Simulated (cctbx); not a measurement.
**A crystallographic session in cctbx: HfSnIrPdPb**

Library: cctbx 2025.11. The data are simulated by the first script.

## 1. Simulate the data

run.py:

```python
from cctbx import adptbx, crystal, miller, sgtbx, xray
from cctbx.array_family import flex
from iotbx.shelx import hklf
from scitbx import matrix
import scitbx.random

cs = crystal.symmetry(unit_cell=(4.466, 4.466, 10.453, 90, 90, 90), space_group_symbol='Hall: P 4ab 2ab -1ab')  # P4/nmm
atoms = [  # label, site, U (iso, or U11 U22 U33 U12 U13 U23 in A^2), occupancy
    ("Pb1", (0.5, 0.5, 0.5), (0.0032, 0.0032, 0.0027, 0.0000, 0.0000, 0.0000), 1),
    ("Ir1", (0.5, 0.5, 0), (0.0029, 0.0029, 0.0021, 0.0000, 0.0000, 0.0000), 1),
    ("Hf1", (0.5, 0, 0.757), (0.0036, 0.0036, 0.0027, 0.0000, 0.0000, 0.0000), 1),
    ("Sn1", (0.5, 0, 0.1299), (0.0037, 0.0037, 0.0027, 0.0000, 0.0000, 0.0000), 1),
    ("Pd1", (0.5, 0, 0.3698), (0.0026, 0.0026, 0.0040, 0.0000, 0.0000, 0.0000), 1),
]
xs = xray.structure(crystal_symmetry=cs)
for label, site, u, occ in atoms:
    u = adptbx.u_cif_as_u_star(cs.unit_cell(), u) if isinstance(u, tuple) else u
    xs.add_scatterer(xray.scatterer(label, site=site, u=u, occupancy=occ))
xs.set_inelastic_form_factors(0.4959, "sasaki")
xs.show_summary()
p1 = xs.expand_to_p1()
ms = miller.build_set(p1, anomalous_flag=True, d_min=0.77)
flex.set_random_seed(735178)
scitbx.random.set_random_seed(735178)
ms = ms.select(flex.random_double(ms.size()) < 0.5)
i = ms.structure_factors_from_scatterers(p1, algorithm="direct").f_calc().as_intensity_array().data()
i = i / flex.sqrt(1 + 0.3 * i / flex.max(i))  # extinction
i = i * 20000 / flex.max(i)
sig = flex.sqrt(i + flex.pow2(0.04 * i) + 4 ** 2)
noise = scitbx.random.variate(scitbx.random.normal_distribution())(i.size())
data = ms.array(data=i + sig * noise, sigmas=sig).set_observation_type_xray_intensity()
with open("data.hkl", "w") as f:
    data.export_as_shelx_hklf(f)
print("reflections written:", data.size(), " <I/sigma> = %.1f" % flex.mean(data.data() / data.sigmas()))
for h, a, b in list(data.sort("data"))[:12]:
    print("%4d%4d%4d %9.1f %7.1f" % (h + (a, b)))
```

```console
$ python run.py
```

```text
Number of scatterers: 5
At special positions: 5
Unit cell: (4.466, 4.466, 10.453, 90, 90, 90)
Space group: P 4/n m m :1 (No. 129)
reflections written: 962  <I/sigma> = 10.4
   0  -2   0   20690.9   812.4
  -2   0   0   20139.1   812.4
   0   2   0   19759.2   812.4
   2   0   0   19512.4   812.4
   2   2   0   16124.9   639.7
  -2  -2   0   15259.5   639.7
  -1  -1  -2   13617.1   525.8
  -1  -1   2   13347.5   525.8
   1   1  -2   13051.8   525.8
  -1   1  -2   12890.9   525.8
   1   1   2   12650.4   525.8
   1  -1  -2   12256.2   525.8
```

It took 0.22 s on 1 thread of Arm Neoverse V2, with other jobs on the host, peak memory 0.07 GiB.

## 2. Refinement (right model, isotropic)

run.py:

```python
import math
from cctbx import adptbx, crystal, maptbx, sgtbx, xray
from cctbx.array_family import flex
from cctbx.xray import observations
from iotbx.shelx import hklf
from scitbx.lstbx import normal_eqns_solving
from smtbx import absolute_structure, utils
from smtbx.refinement import constraints, least_squares

cs = crystal.symmetry(unit_cell=(4.466, 4.466, 10.453, 90, 90, 90), space_group_symbol='Hall: P 4ab 2ab -1ab')  # P4/nmm
atoms = [  # label, site, U (iso, or U11 U22 U33 U12 U13 U23 in A^2), occupancy
    ("Pb1", (0.5, 0.5, 0.5), 0.0200, 1),
    ("Ir1", (0.5, 0.5, 0), 0.0200, 1),
    ("Hf1", (0.5, 0, 0.7594), 0.0200, 1),
    ("Sn1", (0.5, 0, 0.1296), 0.0200, 1),
    ("Pd1", (0.5, 0, 0.3658), 0.0200, 1),
]
xs = xray.structure(crystal_symmetry=cs)
for label, site, u, occ in atoms:
    u = adptbx.u_cif_as_u_star(cs.unit_cell(), u) if isinstance(u, tuple) else u
    xs.add_scatterer(xray.scatterer(label, site=site, u=u, occupancy=occ))
xs.set_inelastic_form_factors(0.4959, "sasaki")
raw = hklf.reader(file_name="data.hkl").as_miller_arrays(crystal_symmetry=cs, anomalous=True)[0]
merged = raw.eliminate_sys_absent().merge_equivalents()
fo2 = merged.array().set_observation_type_xray_intensity()
print("Rint %.3f, %d unique reflections to %.2f A" % (merged.r_int(), fo2.size(), fo2.d_min()))
for sc in xs.scatterers():
    sc.flags.set_grad_site(True)
    sc.flags.set_grad_u_aniso(sc.flags.use_u_aniso())
    sc.flags.set_grad_u_iso(sc.flags.use_u_iso())
obs = fo2.as_xray_observations()
extra = {}
rep = constraints.reparametrisation(xs, [], utils.connectivity_table(xs), **extra)
ls = least_squares.crystallographic_ls(obs, rep, weighting_scheme=least_squares.mainstream_shelx_weighting(a=0, b=0))
print("cycle     R1     wR2    GooF  max shift (A)")
for cycle in range(8):
    ls.build_up()
    r1, wr2, goof = ls.r1_factor(cutoff_factor=2)[0], ls.wR2(), ls.goof()
    old = xs.sites_cart()
    normal_eqns_solving.levenberg_marquardt_iterations(ls, n_max_iterations=3, tau=1e-06, step_threshold=1e-7)
    big = flex.max((xs.sites_cart() - old).norms())
    print("%4d %7.4f %7.4f %7.3f %9.5f" % (cycle + 1, r1, wr2, goof, big))
    ls.build_up(objective_only=True)
    if abs(ls.wR2() - wr2) < 5e-5 and big < 5e-4:
        break
ls.build_up()
print("final R1 %.4f wR2 %.4f GooF %.3f  parameters %d  data/parameter %.1f" % (ls.r1_factor(cutoff_factor=2)[0], ls.wR2(), ls.goof(), ls.n_parameters, fo2.size() / ls.n_parameters))
cov = ls.covariance_matrix_and_annotations()
su = dict(zip(cov.annotations, (math.sqrt(max(v, 0)) for v in cov.matrix.matrix_packed_u_diagonal())))
a2 = cs.unit_cell().reciprocal_parameters()[0] ** -2
print("atom        x        y        z      Ueq    occ   su(xyz)  su(Uiso or U11)")
for sc in xs.scatterers():
    s = max(su.get(sc.label + k, 0) for k in (".x", ".y", ".z"))
    npd = "" if sc.is_positive_definite_u(cs.unit_cell()) else "  NPD"
    print("%-5s %8.5f %8.5f %8.5f %8.4f %6.3f %8.5f %7.4f%s" % ((sc.label,) + sc.site + (sc.u_iso_or_equiv(cs.unit_cell()), sc.occupancy, s, su.get(sc.label + ".uiso", su.get(sc.label + ".u11", 0) * a2), npd)))
fo = fo2.f_sq_as_f()
fc = fo.structure_factors_from_scatterers(xs, algorithm="direct").f_calc()
diff = fo.f_obs_minus_f_calc(1 / math.sqrt(ls.scale_factor()), fc).average_bijvoet_mates()
m = diff.fft_map(symmetry_flags=maptbx.use_space_group_symmetry, resolution_factor=0.25).apply_volume_scaling()
print("difference map: max %.2f min %.2f rms %.2f" % (m.statistics().max(), m.statistics().min(), m.statistics().sigma()))
peaks = m.peak_search(parameters=maptbx.peak_search_parameters(min_distance_sym_equiv=0.6, max_clusters=6)).all()
near = xs.closest_distances(peaks.sites(), distance_cutoff=4)
sps = cs.special_position_settings(min_distance_sym_equiv=0.5)
for k, (x, h) in enumerate(zip(peaks.sites(), peaks.heights())):
    ss = sps.site_symmetry(x)
    print("Q%-3d %7.4f %7.4f %7.4f %4d %7.2f  %.2f A from %s" % ((k + 1,) + tuple(t % 1 for t in ss.exact_site()) + (ss.multiplicity(), h, near.smallest_distances[k], xs.scatterers()[near.i_seqs[k]].label)))
```

```console
$ python run.py
```

```text
Rint 0.033, 172 unique reflections to 0.77 A
cycle     R1     wR2    GooF  max shift (A)
   1  0.1594  0.3665  11.287   0.04123
   2  0.0194  0.0408   1.256   0.00000
final R1 0.0194 wR2 0.0408 GooF 1.256  parameters 8  data/parameter 21.5
atom        x        y        z      Ueq    occ   su(xyz)  su(Uiso or U11)
Pb1    0.50000  0.50000  0.50000   0.0024  1.000  0.00000  0.0002
Ir1    0.50000  0.50000  0.00000   0.0019  1.000  0.00000  0.0002
Hf1    0.50000  0.00000  0.75706   0.0024  1.000  0.00005  0.0002
Sn1    0.50000  0.00000  0.12986   0.0027  1.000  0.00009  0.0003
Pd1    0.50000  0.00000  0.36974   0.0027  1.000  0.00010  0.0003
difference map: max 2.22 min -4.86 rms 0.50
Q1    0.0000  0.5000  0.9444    2    2.29  0.78 A from Sn1
Q2    0.0000  0.5000  0.4239    2    1.64  1.89 A from Hf1
Q3    0.1205  0.3795  0.0197    8    1.28  1.74 A from Sn1
Q4    0.2071  0.2929  0.5352    8    1.23  1.64 A from Pd1
Q5    0.0990  0.4010  0.2499    8    1.08  0.63 A from Hf1
Q6    0.0000  0.5000  0.5262    2    1.05  1.09 A from Pd1
```

Time: 0.34 s.

## 3. Refinement (right model, anisotropic)

run.py, as its changes from the last script of this kind:

```diff
@@ -12,5 +12,5 @@
-    ("Pb1", (0.5, 0.5, 0.5), 0.0200, 1),
-    ("Ir1", (0.5, 0.5, 0), 0.0200, 1),
-    ("Hf1", (0.5, 0, 0.7594), 0.0200, 1),
-    ("Sn1", (0.5, 0, 0.1296), 0.0200, 1),
-    ("Pd1", (0.5, 0, 0.3658), 0.0200, 1),
+    ("Pb1", (0.5, 0.5, 0.5), 0.0030, 1),
+    ("Ir1", (0.5, 0.5, 0), 0.0030, 1),
+    ("Hf1", (0.5, 0, 0.75706), 0.0030, 1),
+    ("Sn1", (0.5, 0, 0.12986), 0.0030, 1),
+    ("Pd1", (0.5, 0, 0.36974), 0.0030, 1),
@@ -22,0 +23 @@
+xs.convert_to_anisotropic()
```

```console
$ python run.py
```

```text
Rint 0.033, 172 unique reflections to 0.77 A
cycle     R1     wR2    GooF  max shift (A)
   1  0.0208  0.0457   1.430   0.00078
   2  0.0183  0.0382   1.196   0.00000
final R1 0.0183 wR2 0.0382 GooF 1.196  parameters 13  data/parameter 13.2
atom        x        y        z      Ueq    occ   su(xyz)  su(Uiso or U11)
Pb1    0.50000  0.50000  0.50000   0.0024  1.000  0.00000  0.0002
Ir1    0.50000  0.50000  0.00000   0.0020  1.000  0.00000  0.0002
Hf1    0.50000  0.00000  0.75701   0.0024  1.000  0.00005  0.0002
Sn1    0.50000  0.00000  0.12980   0.0030  1.000  0.00009  0.0004
Pd1    0.50000  0.00000  0.36981   0.0028  1.000  0.00011  0.0004
difference map: max 2.06 min -5.45 rms 0.49
Q1    0.0000  0.5000  0.9361    2    2.08  0.69 A from Sn1
Q2    0.1250  0.3750  0.0238    8    1.37  1.78 A from Ir1
Q3    0.2032  0.2968  0.5745    8    1.15  1.41 A from Pd1
Q4    0.0000  0.1277  0.8220    8    1.07  1.74 A from Sn1
Q5    0.0000  0.1641  0.3664    8    1.05  1.58 A from Pb1
Q6    0.1149  0.1701  0.2461   16    0.95  1.56 A from Hf1
```

Time: 0.35 s.

## 4. Refinement

run.py, as its changes from the last script of this kind:

```diff
@@ -16 +15,0 @@
-    ("Pd1", (0.5, 0, 0.36974), 0.0030, 1),
@@ -37 +36 @@
-for cycle in range(8):
+for cycle in range(12):
```

```console
$ python run.py
```

```text
Rint 0.033, 172 unique reflections to 0.77 A
cycle     R1     wR2    GooF  max shift (A)
   1  0.4841  0.8225  25.485   0.04372
   2  0.4213  0.7331  22.715   0.00092
   3  0.4210  0.7331  22.714   0.00005
final R1 0.4210 wR2 0.7331 GooF 22.714  parameters 10  data/parameter 17.2
atom        x        y        z      Ueq    occ   su(xyz)  su(Uiso or U11)
Pb1    0.50000  0.50000  0.50000  -0.0241  1.000  0.00000  0.0064  NPD
Ir1    0.50000  0.50000  0.00000  -0.0253  1.000  0.00000  0.0063  NPD
Hf1    0.50000  0.00000  0.75293  -0.0232  1.000  0.00113  0.0062  NPD
Sn1    0.50000  0.00000  0.12933  -0.0260  1.000  0.00201  0.0071  NPD
difference map: max 391.33 min -71.12 rms 29.74
Q1    0.0000  0.0000  0.0000    2  391.33  0.00 A from Ir1
Q2    0.0000  0.5000  0.6306    2  387.98  2.51 A from Sn1
Q3    0.0000  0.0000  0.5000    2  370.48  0.00 A from Pb1
Q4    0.0000  0.5000  0.2507    2  338.80  0.04 A from Hf1
Q5    0.0000  0.5000  0.8693    2  278.04  0.01 A from Sn1
Q6    0.0000  0.5000  0.4480    2   36.93  2.10 A from Hf1
```

Time: 0.41 s.

This run holds a fault made on purpose: atom left out: Pd1.

## 5. Refinement

run.py, as its changes from the last script of this kind:

```diff
@@ -15 +15,2 @@
-    ("Sn1", (0.5, 0, 0.12986), 0.0030, 1),
+    ("Cd1", (0.5, 0, 0.12986), 0.0030, 1),
+    ("Pd1", (0.5, 0, 0.36974), 0.0030, 1),
```

```console
$ python run.py
```

```text
Rint 0.033, 172 unique reflections to 0.77 A
cycle     R1     wR2    GooF  max shift (A)
   1  0.0289  0.0760   2.378   0.00088
   2  0.0197  0.0447   1.397   0.00000
final R1 0.0197 wR2 0.0447 GooF 1.397  parameters 13  data/parameter 13.2
atom        x        y        z      Ueq    occ   su(xyz)  su(Uiso or U11)
Pb1    0.50000  0.50000  0.50000   0.0026  1.000  0.00000  0.0003
Ir1    0.50000  0.50000  0.00000   0.0023  1.000  0.00000  0.0003
Hf1    0.50000  0.00000  0.75703   0.0028  1.000  0.00006  0.0003
Cd1    0.50000  0.00000  0.12979  -0.0006  1.000  0.00011  0.0004  NPD
Pd1    0.50000  0.00000  0.36982   0.0028  1.000  0.00012  0.0005
difference map: max 2.27 min -4.60 rms 0.51
Q1    0.0000  0.5000  0.9296    2    2.29  0.62 A from Cd1
Q2    0.0000  0.5000  0.5321    2    1.57  1.03 A from Pd1
Q3    0.0000  0.5000  0.4271    2    1.40  1.92 A from Hf1
Q4    0.0000  0.3923  0.8716    8    1.32  0.48 A from Cd1
Q5    0.1128  0.3872  0.0211    8    1.31  1.73 A from Cd1
Q6    0.2088  0.2912  0.5335    8    1.22  1.64 A from Pb1
```

Time: 0.34 s.

This run holds a fault made on purpose: wrong element: Cd1 is Sn.

## 6. Refinement

run.py, as its changes from the last script of this kind:

```diff
@@ -13 +13 @@
-    ("Ir1", (0.5, 0.5, 0), 0.0030, 1),
+    ("W1", (0.5, 0.5, 0), 0.0030, 1),
@@ -15 +15 @@
-    ("Cd1", (0.5, 0, 0.12986), 0.0030, 1),
+    ("Sn1", (0.5, 0, 0.12986), 0.0030, 1),
```

```console
$ python run.py
```

```text
Rint 0.033, 172 unique reflections to 0.77 A
cycle     R1     wR2    GooF  max shift (A)
   1  0.0354  0.0960   3.004   0.00124
   2  0.0211  0.0457   1.430   0.00000
final R1 0.0211 wR2 0.0457 GooF 1.430  parameters 13  data/parameter 13.2
atom        x        y        z      Ueq    occ   su(xyz)  su(Uiso or U11)
Pb1    0.50000  0.50000  0.50000   0.0026  1.000  0.00000  0.0003
W1     0.50000  0.50000  0.00000   0.0001  1.000  0.00000  0.0003  NPD
Hf1    0.50000  0.00000  0.75694   0.0027  1.000  0.00006  0.0003
Sn1    0.50000  0.00000  0.12975   0.0034  1.000  0.00011  0.0004
Pd1    0.50000  0.00000  0.36977   0.0029  1.000  0.00013  0.0005
difference map: max 1.60 min -5.75 rms 0.51
Q1    0.0000  0.5000  0.9351    2    1.61  0.68 A from Sn1
Q2    0.0000  0.1309  0.0234    8    1.26  0.63 A from W1
Q3    0.2042  0.2958  0.5768    8    1.17  1.41 A from Pd1
Q4    0.1452  0.3548  0.0192    8    1.17  1.72 A from W1
Q5    0.0000  0.5000  0.4392    2    0.99  2.00 A from Pd1
Q6    0.1860  0.3140  0.6990    8    0.92  1.38 A from Pd1
```

Run time: 0.35 s on 1 thread of Arm Neoverse V2, with other jobs on the host, peak memory 0.09 GiB.

This run holds a fault made on purpose: wrong element: W1 is Ir.

[Logs are printed without paths, hosts, clocks, repeated set-up lines and the standing remarks that a program may print on its own settings, such as how far it seeks lower states.]
